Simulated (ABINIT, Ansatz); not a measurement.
## MgS (Niningerite): third-order response

Wanted: vibrational spectra of MgS (Niningerite) from linear and non-linear response.

Calculated with ABINIT 10.8.3; DFT LDA, scalar-relativistic, plane waves, HGH norm-conserving pseudopotentials.

### 1. The starting structure

It takes space group Fm-3m (No. 225, cubic). Conventional cell: a = 5.132 Å, b = 5.132 Å, c = 5.132 Å, α = 90.00°, β = 90.00°, γ = 90.00°. Nearest to Mg lie 6 S at 2.57 Å. Nearest to S lie 6 Mg at 2.57 Å. Farther neighbours and most contacts between anions are not listed.

### 2. Relaxing the cell and atoms

The harmonic expansion needs vanishing forces, and a free crystal bears no stress, so cell and atoms are brought to rest. Stress is more sensitive to the basis than forces are: the last 3 Ha under the cutoff are smoothed with ecutsm, and the cutoff is raised above that of the later runs.

The starting cell comes from a relaxation made beforehand in Ansatz (LDA, PseudoDojo NC).

relax.abi

```
# relaxation
ionmov 2
optcell 2
dilatmx 1.08
ntime 40
tolmxf 1.0d-05
tolvrs 1.0d-14
prtwf 0
prtden 0
chksymtnons 0

# basis, mesh and filling
ecut 38.0
ecutsm 3.0
ixc 7
ngkpt 8 8 8
nshiftk 1
shiftk 0.0 0.0 0.0
istwfk *1
occopt 1
nband 4
nstep 100
diemac 9.0
prtebands 0
prtgsr 0

# cell and atoms
acell 6.857339815 6.857339815 6.857339815
rprim 
    0.0 0.7071067812 0.7071067812
    0.7071067812 0.0 0.7071067812
    0.7071067812 0.7071067812 0.0
ntypat 2
znucl 12 16
natom 2
typat 1 2
xred 
    0.0 0.0 0.0
    0.5 0.5 0.5
pp_dirpath "./pseudo"
pseudos "Mg.hgh, S.hgh"
```

Command:

```sh
$ OMP_NUM_THREADS=1 mpirun -n 2 abinit relax.abi > relax.log
```

Numbers of over 12 decimals in the logs are rounded to 6 here.

relax.abo, the main output file:

```text
[banners, grids, parts of the stress and lines that vanish by symmetry left out]
- input  file    -> relax.abi
- output file    -> relax.abo
- root for input  files -> relaxi
[...]
Symmetries : space group Fm -3 m (#225); Bravais cF (face-center cubic)
[...]
mpw =        3250          nfft =       91125          nkpt =          29
[...]
== DATASET  1 ==================================================================
[...]
cutoff_energies: {ecut:  38.0, pawecutdg:  -1.0, }
[...]
Exchange-correlation functional for the present dataset will be:
  LDA: Perdew-Wang 92 LSD fit to Ceperley-Alder data - ixc=7
[...]
ETOT  1  -11.185238251730    -1.119E+01 5.338E-02 6.059E+02
 ETOT  2  -11.246278183887    -6.104E-02 2.596E-06 5.854E+01
 ETOT  3  -11.252409043075    -6.131E-03 6.280E-05 4.714E-01
 ETOT  4  -11.252442786009    -3.374E-05 3.473E-07 5.322E-04
 ETOT  5  -11.252442805069    -1.906E-08 5.630E-10 3.193E-05
[...]
At SCF step   10       vres2   =  7.25E-16 < tolvrs=  1.00E-14 =>converged.
[...]
sigma(1 1)=  3.05140527E-05  sigma(3 2)=  0.00000000E+00
  sigma(2 2)=  3.05140527E-05  sigma(3 1)=  0.00000000E+00
  sigma(3 3)=  3.05140527E-05  sigma(2 1)=  0.00000000E+00
[...]
convergence: {deltae: -4.263E-13, res2:  7.250E-16, residm:  2.703E-19, diffor: null, }
etotal    :  -1.12524428E+01
[...]
ETOT  1  -11.252454580631    -1.125E+01 2.967E-06 5.904E-02
[...]
At SCF step    8       vres2   =  6.96E-16 < tolvrs=  1.00E-14 =>converged.
[...]
sigma(1 1)=  2.33979211E-05  sigma(3 2)=  0.00000000E+00
  sigma(2 2)=  2.33979211E-05  sigma(3 1)=  0.00000000E+00
  sigma(3 3)=  2.33979211E-05  sigma(2 1)=  0.00000000E+00
[...]
convergence: {deltae:  8.527E-14, res2:  6.960E-16, residm:  2.101E-19, diffor: null, }
etotal    :  -1.12524597E+01
[...]
ETOT  1  -11.252430599737    -1.125E+01 1.428E-04 6.144E-01
[...]
At SCF step    8       vres2   =  8.01E-15 < tolvrs=  1.00E-14 =>converged.
[...]
sigma(1 1)= -3.18141567E-07  sigma(3 2)=  0.00000000E+00
  sigma(2 2)= -3.18141567E-07  sigma(3 1)=  0.00000000E+00
  sigma(3 3)= -3.18141567E-07  sigma(2 1)=  0.00000000E+00
[...]
convergence: {deltae:  4.245E-13, res2:  8.010E-15, residm:  1.934E-18, diffor: null, }
etotal    :  -1.12524832E+01
[...]
ETOT  1  -11.252483215397    -1.125E+01 8.132E-11 1.091E-04
[...]
ETOT  6  -11.252483224741     2.398E-13 1.170E-18 2.765E-14
 ETOT  7  -11.252483224741    -6.342E-13 1.024E-20 6.228E-16
 At SCF step    7       vres2   =  6.23E-16 < tolvrs=  1.00E-14 =>converged.
[...]
sigma(1 1)=  3.13138432E-09  sigma(3 2)=  0.00000000E+00
  sigma(2 2)=  3.13138432E-09  sigma(3 1)=  0.00000000E+00
  sigma(3 3)=  3.13138432E-09  sigma(2 1)=  0.00000000E+00
[...]
convergence: {deltae: -6.342E-13, res2:  6.228E-16, residm:  1.024E-20, diffor: null, }
etotal    :  -1.12524832E+01
[...]
At Broyd/MD step   4, gradients are converged :
[...]
sigma(1 1)=  3.13138432E-09  sigma(3 2)=  0.00000000E+00
  sigma(2 2)=  3.13138432E-09  sigma(3 1)=  0.00000000E+00
  sigma(3 3)=  3.13138432E-09  sigma(2 1)=  0.00000000E+00
[...]
- sigma(1 1)=  9.21285075E-05  sigma(3 2)=  0.00000000E+00
- sigma(2 2)=  9.21285075E-05  sigma(3 1)=  0.00000000E+00
- sigma(3 3)=  9.21285074E-05  sigma(2 1)=  0.00000000E+00
[...]
fcart     -0.0000000000E+00 -0.0000000000E+00 -0.0000000000E+00
           strten      3.1313843215E-09  3.1313843211E-09  3.1313843209E-09
================================================================================

[key lines of the parts left out:]
pressure_GPa:  -9.2129E-05
Total energy (etotal) [Ha]= -1.12524832247414E+01
```

Wall time 20 s (2 MPI ranks of Arm Neoverse V2, shared host); 40 s of CPU time.

Relaxation path:

```
step  energy less that of the first step (eV)  largest force (eV/Å)  volume (Å³)
   1                                   0.0000                0.0000        33.79
   2                                  -0.0005                0.0000        33.69
   3                                  -0.0011                0.0000        33.39
   4                                  -0.0011                0.0000        33.40
```

```csv
"conventional cell, symmetrised",before,after,change
a (Å),5.132,5.112,-0.4 %
b (Å),5.132,5.112,-0.4 %
c (Å),5.132,5.112,-0.4 %
volume (Å³/atom),16.89,16.70,-1.2 %
```

Final coordinates:

```xyz
2
Lattice="0.0000 2.5560 2.5560 2.5560 0.0000 2.5560 2.5560 2.5560 0.0000" Properties=species:S:1:pos:R:3 pbc="T T T"
Mg    0.0000    0.0000    0.0000
S     2.5560    2.5560    2.5560
```

Numbers from this step:

```yaml
volume_per_atom: 16.70 Å³
pressure: -9.21e-5 GPa
```

The volume changes by -1.2 % from the cell with which this run began.

### 3. Ground state

The response is built on these wavefunctions, so the potential is converged far more tightly than an energy would need. The mesh is shifted off Γ, since shifted meshes converge sums over the zone faster.

gs.abi

```
# ground state
tolvrs 1.0d-16
prtden 1
prtwf 1

# basis, mesh and filling
ecut 30.0
ixc 7
ngkpt 6 6 6
nshiftk 4
shiftk 
    0.5 0.5 0.5
    0.5 0.0 0.0
    0.0 0.5 0.0
    0.0 0.0 0.5
istwfk *1
occopt 1
nband 4
nstep 100
diemac 9.0
prtebands 0
prtgsr 0

# cell and atoms
acell 6.830934346 6.830934346 6.830934346
rprim 
    0.0 0.7071067812 0.7071067812
    0.7071067812 0.0 0.7071067812
    0.7071067812 0.7071067812 0.0
ntypat 2
znucl 12 16
natom 2
typat 1 2
xred 
    0.0 0.0 0.0
    0.5 0.5 0.5
pp_dirpath "./pseudo"
pseudos "Mg.hgh, S.hgh"
```

Command:

```sh
$ OMP_NUM_THREADS=1 mpirun -n 2 abinit gs.abi > gs.log
```

gs.abo, the main output file:

```text
[banners, grids, parts of the stress and lines that vanish by symmetry left out]
- input  file    -> gs.abi
- output file    -> gs.abo
- root for input  files -> gsi
[...]
Symmetries : space group Fm -3 m (#225); Bravais cF (face-center cubic)
[...]
mpw =        1789          nfft =       46656          nkpt =          28
[...]
== DATASET  1 ==================================================================
[...]
cutoff_energies: {ecut:  30.0, pawecutdg:  -1.0, }
[...]
Exchange-correlation functional for the present dataset will be:
  LDA: Perdew-Wang 92 LSD fit to Ceperley-Alder data - ixc=7
[...]
ETOT  1  -11.187682638834    -1.119E+01 5.143E-02 2.987E+02
 ETOT  2  -11.246956849327    -5.927E-02 1.325E-05 2.518E+01
 ETOT  3  -11.252053975906    -5.097E-03 5.306E-05 2.795E-01
 ETOT  4  -11.252094410295    -4.043E-05 3.789E-07 6.534E-04
 ETOT  5  -11.252094514097    -1.038E-07 1.185E-09 3.477E-05
[...]
ETOT  9  -11.252094518457     2.416E-13 1.199E-17 4.269E-14
 ETOT 10  -11.252094518457     7.638E-14 8.968E-20 7.910E-17
 At SCF step   10       vres2   =  7.91E-17 < tolvrs=  1.00E-16 =>converged.
[...]
sigma(1 1)=  8.72153209E-06  sigma(3 2)=  0.00000000E+00
  sigma(2 2)=  8.72153209E-06  sigma(3 1)=  0.00000000E+00
  sigma(3 3)=  8.72153209E-06  sigma(2 1)=  0.00000000E+00
[...]
convergence: {deltae:  7.638E-14, res2:  7.910E-17, residm:  8.968E-20, diffor: null, }
etotal    :  -1.12520945E+01
[...]
sigma(1 1)=  8.72153209E-06  sigma(3 2)=  0.00000000E+00
  sigma(2 2)=  8.72153209E-06  sigma(3 1)=  0.00000000E+00
  sigma(3 3)=  8.72153209E-06  sigma(2 1)=  0.00000000E+00
[...]
- sigma(1 1)=  2.56596333E-01  sigma(3 2)=  0.00000000E+00
- sigma(2 2)=  2.56596333E-01  sigma(3 1)=  0.00000000E+00
- sigma(3 3)=  2.56596333E-01  sigma(2 1)=  0.00000000E+00
[...]
fcart     -0.0000000000E+00 -0.0000000000E+00 -0.0000000000E+00
           strten      8.7215320902E-06  8.7215320902E-06  8.7215320902E-06
================================================================================

[key lines of the parts left out:]
pressure_GPa:  -2.5660E-01
```

It took 3 s on 2 MPI ranks.

Read from the output:

```yaml
pressure: -0.2566 GPa
```

The cell stands at -0.26 GPa: the relaxation ran with a smoothed and higher cutoff and on another k mesh.

### 4. Empty bands

Empty bands on the ground state's density check that the gap assumed so far is there in this cell.

gap.abi

```
# empty bands on the ground state's density
iscf -2
getden_filepath "gso_DEN"
tolwfr 1.0d-12
nbdbuf 2
prtwf 0

# basis, mesh and filling
ecut 30.0
ixc 7
ngkpt 8 8 8
nshiftk 1
shiftk 0.0 0.0 0.0
istwfk *1
occopt 1
nband 8
nstep 100
diemac 9.0
prtebands 0
prtgsr 0

# cell and atoms
acell 6.830934346 6.830934346 6.830934346
rprim 
    0.0 0.7071067812 0.7071067812
    0.7071067812 0.0 0.7071067812
    0.7071067812 0.7071067812 0.0
ntypat 2
znucl 12 16
natom 2
typat 1 2
xred 
    0.0 0.0 0.0
    0.5 0.5 0.5
pp_dirpath "./pseudo"
pseudos "Mg.hgh, S.hgh"
```

Command:

```sh
$ OMP_NUM_THREADS=1 mpirun -n 2 abinit gap.abi > gap.log
```

gap.abo, the main output file:

```text
[banners, grids, parts of the stress and lines that vanish by symmetry left out]
- input  file    -> gap.abi
- output file    -> gap.abo
- root for input  files -> gapi
[...]
Symmetries : space group Fm -3 m (#225); Bravais cF (face-center cubic)
[...]
mpw =        1807          nfft =       46656          nkpt =          29
[...]
== DATASET  1 ==================================================================
[...]
cutoff_energies: {ecut:  30.0, pawecutdg:  -1.0, }
[...]
Exchange-correlation functional for the present dataset will be:
  LDA: Perdew-Wang 92 LSD fit to Ceperley-Alder data - ixc=7
[...]
-outvars: echo values of variables after computation
            acell      6.8309343460E+00  6.8309343460E+00  6.8309343460E+00 Bohr
================================================================================
```

It took 3 s on 2 MPI ranks; 6 s of CPU time.

Numbers from this step:

```yaml
gap_on_the_k_mesh: 2.677 eV
```

In this cell the gap on the mesh is 2.7 eV, indirect (smallest direct 3.9 eV), so fixed occupations hold.

### 5. Zone-centre response

The derivative of the wavefunctions by k comes first, since the response to a field is built on it; then the field and the displacements that symmetry doesn't supply are solved at q = 0. By the 2n+1 theorem the first-order wavefunctions also give third derivatives: Raman tensors and the non-linear susceptibility.

It reads the wavefunctions written in step 3.

dfpt_gamma.abi

```
ndtset 3

# common to the responses
getwfk_filepath "gso_WFK"
kptopt 2
nqpt 1
qpt 0.0 0.0 0.0
asr 0
chneut 0

# d/dk
rfelfd1 2
rfdir1 1 1 1
iscf1 -3
tolwfr1 1.0d-20

# displacements, field
rfphon2 1
rfatpol2 1 2
rfdir2 1 1 1
rfelfd2 3
getddk2 1
tolvrs2 1.0d-10
prepanl2 1
prtden2 1

# third order
optdriver3 5
getden_filepath3 "gso_DEN"
get1den3 2
get1wf3 2
getddk3 1
d3e_pert1_elfd3 1
d3e_pert1_phon3 1
d3e_pert1_atpol3 1 2
d3e_pert1_dir3 1 1 1
d3e_pert2_elfd3 1
d3e_pert2_dir3 1 1 1
d3e_pert3_elfd3 1
d3e_pert3_dir3 1 1 1
usepead3 1
tolvrs3 1.0d-10

# basis, mesh and filling
ecut 30.0
ixc 7
ngkpt 6 6 6
nshiftk 4
shiftk 
    0.5 0.5 0.5
    0.5 0.0 0.0
    0.0 0.5 0.0
    0.0 0.0 0.5
istwfk *1
occopt 1
nband 4
nstep 100
diemac 9.0
prtebands 0
prtgsr 0

# cell and atoms
acell 6.830934346 6.830934346 6.830934346
rprim 
    0.0 0.7071067812 0.7071067812
    0.7071067812 0.0 0.7071067812
    0.7071067812 0.7071067812 0.0
ntypat 2
znucl 12 16
natom 2
typat 1 2
xred 
    0.0 0.0 0.0
    0.5 0.5 0.5
pp_dirpath "./pseudo"
pseudos "Mg.hgh, S.hgh"
```

Command:

```sh
$ OMP_NUM_THREADS=1 mpirun -n 2 abinit dfpt_gamma.abi > dfpt_gamma.log
```

dfpt_gamma.abo, the main output file:

```text
[banners, grids, parts of the stress and lines that vanish by symmetry left out]
- input  file    -> dfpt_gamma.abi
- output file    -> dfpt_gamma.abo
- root for input  files -> dfpt_gammai
[...]
DATASET    1 : space group Fm -3 m (#225); Bravais cF (face-center cubic)
[...]
nfft =       46656          nkpt =         432
[...]
DATASET    2 : space group Fm -3 m (#225); Bravais cF (face-center cubic)
[...]
nfft =       46656          nkpt =         432
[...]
DATASET    3 : space group Fm -3 m (#225); Bravais cF (face-center cubic)
[...]
mpw =        1789          nfft =       46656          nkpt =         432
[...]
== DATASET  1 ==================================================================
[...]
cutoff_energies: {ecut:  30.0, pawecutdg:  -1.0, }
[...]
Exchange-correlation functional for the present dataset will be:
  LDA: Perdew-Wang 92 LSD fit to Ceperley-Alder data - ixc=7
[...]
- 16.00000   6.00000     10605                znucl, zion, pspdat
[...]
Perturbation : derivative vs k along direction   1
[...]
-ETOT  1  -9.453704     -9.454E+00 1.495E-01 0.000E+00
 ETOT  2  -9.466443     -1.274E-02 6.632E-04 0.000E+00
 ETOT  3  -9.466470     -2.660E-05 1.186E-06 0.000E+00
 ETOT  4  -9.466470     -7.192E-08 3.770E-09 0.000E+00
 ETOT  5  -9.466470     -2.183E-10 3.249E-11 0.000E+00
[...]
At SCF step   10   max residual=  9.99E-21 < tolwfr=  1.00E-20 =>converged.
[...]
Perturbation : derivative vs k along direction   2
[...]
-ETOT  1  -9.453704     -9.454E+00 1.495E-01 0.000E+00
[...]
At SCF step   10   max residual=  9.99E-21 < tolwfr=  1.00E-20 =>converged.
[...]
Perturbation : derivative vs k along direction   3
[...]
-ETOT  1  -9.453704     -9.454E+00 1.495E-01 0.000E+00
[...]
At SCF step   10   max residual=  9.99E-21 < tolwfr=  1.00E-20 =>converged.
[...]
1        1       2.2721573703   -0.0000000000
     1        2       1.1360786851    0.0000000000
     1        3       1.1360786852   -0.0000000000
     2        1       1.1360786851    0.0000000000
     2        2       2.2721573703    0.0000000000
     2        3       1.1360786852    0.0000000000
     3        1       1.1360786852   -0.0000000000
     3        2       1.1360786852    0.0000000000
     3        3       2.2721573703   -0.0000000000
[...]
== DATASET  2 ==================================================================
[...]
cutoff_energies: {ecut:  30.0, pawecutdg:  -1.0, }
[...]
Exchange-correlation functional for the present dataset will be:
  LDA: Perdew-Wang 92 LSD fit to Ceperley-Alder data - ixc=7
[...]
Perturbation : displacement of atom   1   along direction   1
[...]
-ETOT  1   1.902995     -5.845E+00 2.660E-02 1.907E+03
[...]
At SCF step    8       vres2   =  2.19E-11 < tolvrs=  1.00E-10 =>converged.
[...]
Perturbation : displacement of atom   2   along direction   1
[...]
-ETOT  1   88.292639821090     -2.117E+02 2.439E+00 2.546E+05
[...]
At SCF step   10       vres2   =  2.52E-12 < tolvrs=  1.00E-10 =>converged.
[...]
Perturbation : homogeneous electric field along direction   1
[...]
-ETOT  1  -91.835533062552     -9.184E+01 5.289E+00 3.378E+04
[...]
At SCF step    9       vres2   =  6.72E-11 < tolvrs=  1.00E-10 =>converged.
[...]
Perturbation : homogeneous electric field along direction   2
[...]
-ETOT  1  -91.835533061541     -9.184E+01 5.289E+00 3.378E+04
[...]
At SCF step    9       vres2   =  6.72E-11 < tolvrs=  1.00E-10 =>converged.
[...]
Perturbation : homogeneous electric field along direction   3
[...]
-ETOT  1  -91.835533060528     -9.184E+01 5.289E+00 3.378E+04
[...]
ETOT  8  -103.02720244247     -7.617E-12 7.409E-14 1.956E-09
 ETOT  9  -103.02720244247     -8.527E-13 3.096E-15 6.725E-11
 At SCF step    9       vres2   =  6.72E-11 < tolvrs=  1.00E-10 =>converged.
[...]
Dielectric tensor, in cartesian coordinates,
[...]
1    4   1    4         5.5263242254        -0.0000000000
   1    4   2    4         0.0000000000        -0.0000000000
   1    4   3    4         0.0000000000        -0.0000000000
   2    4   1    4         0.0000000000        -0.0000000000
   2    4   2    4         5.5263242254        -0.0000000000
   2    4   3    4         0.0000000000        -0.0000000000
   3    4   1    4         0.0000000000        -0.0000000000
   3    4   2    4         0.0000000000        -0.0000000000
   3    4   3    4         5.5263242254        -0.0000000000
  Effective charges, in cartesian coordinates,
[...]
1    1   1    4         2.2923151656         0.0000000000
   2    1   1    4         0.0000000000         0.0000000000
   3    1   1    4        -0.0000000000         0.0000000000
   1    2   1    4        -2.2938534285         0.0000000000
   2    2   1    4        -0.0000000000         0.0000000000
[...]
Effective charges, in cartesian coordinates,
[...]
2    4   1    2         0.0000000000         0.0000000000
   3    4   1    2         0.0000000000         0.0000000000
   1    4   2    2         0.0000000000         0.0000000000
   2    4   2    2        -2.2938535097         0.0000000000
   3    4   2    2         0.0000000000         0.0000000000
   1    4   3    2         0.0000000000         0.0000000000
   2    4   3    2         0.0000000000         0.0000000000
   3    4   3    2        -2.2938535097         0.0000000000
  Phonon wavevector (reduced coordinates) :  0.00000  0.00000  0.00000
 Phonon energies in Hartree :
[...]
Phonon frequencies in cm-1    :
-  2.352254E+00  2.352254E+00  2.352254E+00  2.404434E+02  2.404434E+02
-  2.404434E+02
  Phonon at Gamma, with non-analyticity in the
[...]
Phonon energies in Hartree :
[...]
Phonon frequencies in cm-1    :
-  2.352254E+00  2.352254E+00  2.352735E+00  2.404434E+02  2.404434E+02
-  3.989958E+02
  Phonon at Gamma, with non-analyticity in the
[...]
Phonon energies in Hartree :
[...]
Phonon frequencies in cm-1    :
-  2.352254E+00  2.352254E+00  2.352735E+00  2.404434E+02  2.404434E+02
-  3.989958E+02
  Phonon at Gamma, with non-analyticity in the
[...]
Phonon energies in Hartree :
[...]
Phonon frequencies in cm-1    :
-  2.352254E+00  2.352254E+00  2.352735E+00  2.404434E+02  2.404434E+02
-  3.989958E+02
[...]
== DATASET  3 ==================================================================
[...]
cutoff_energies: {ecut:  30.0, pawecutdg:  -1.0, }
[...]
Exchange-correlation functional for the present dataset will be:
  LDA: Perdew-Wang 92 LSD fit to Ceperley-Alder data - ixc=7
[...]
1          1       -0.000000000       -0.000000000       -0.000000000
[...]
1          2       -0.000000000       -0.000000000       -0.000000000
[...]
1          3       -0.000000000       -0.000000000       -0.000000000
[...]
2          1       -0.000000000       -0.000000000       -0.000000000
[...]
2          2       -0.000000000       -0.000000000       -0.000000000
[...]
2          3       -0.000000000       -0.000000000       -0.000000000
[...]
strten2     0.0000000000E+00  0.0000000000E+00  0.0000000000E+00
           strten3     0.0000000000E+00  0.0000000000E+00  0.0000000000E+00
================================================================================
```

It took 4.5 min on 2 MPI ranks; 8.9 min of CPU time.

This step gave:

```
miss of the charge sum rule                                       : 0.001538 e
largest acoustic frequency at the zone centre before the sum rule : 2.35 cm⁻¹
highest optical zone-centre mode (no LO-TO term)                  : 240.4 cm⁻¹
lowest optical zone-centre mode                                   : 240.4 cm⁻¹
mean high-frequency dielectric constant                           : 5.526
largest Born charge in size (third of the trace)                  : 2.294 e
```

Born charge (rows field, columns displacement), before the sum rule (e), principal values of the symmetric part by kind of site:

| atom | atoms with these values | low | middle | high | mean |
| --- | --- | --- | --- | --- | --- |
| Mg1 | 1 | 2.29 | 2.29 | 2.29 | 2.29 |
| S2 | 1 | -2.29 | -2.29 | -2.29 | -2.29 |

In full for Mg1:

```
2.29 0.00 0.00
0.00 2.29 0.00
0.00 0.00 2.29
```

High-frequency dielectric tensor:

```
5.53 0.00 0.00
0.00 5.53 0.00
0.00 0.00 5.53
```

The acoustic modes at Γ come out as far as 2.4 cm⁻¹ from zero, where they should vanish, a small numerical error; the Born charges miss their sum rule by 0.0015 e, which is good.

[end of part 1 of 3]

[Host names and launcher messages were left out of these logs when they were recorded.]

[Logs are printed without paths, hosts, clocks, repeated set-up lines and the standing remarks that a program may print on its own settings, such as how far it seeks lower states.]

[Hosts, paths, dates, database ids (printed as entryN), source tags and the programs' standing remarks are cut or masked in the printed files.]
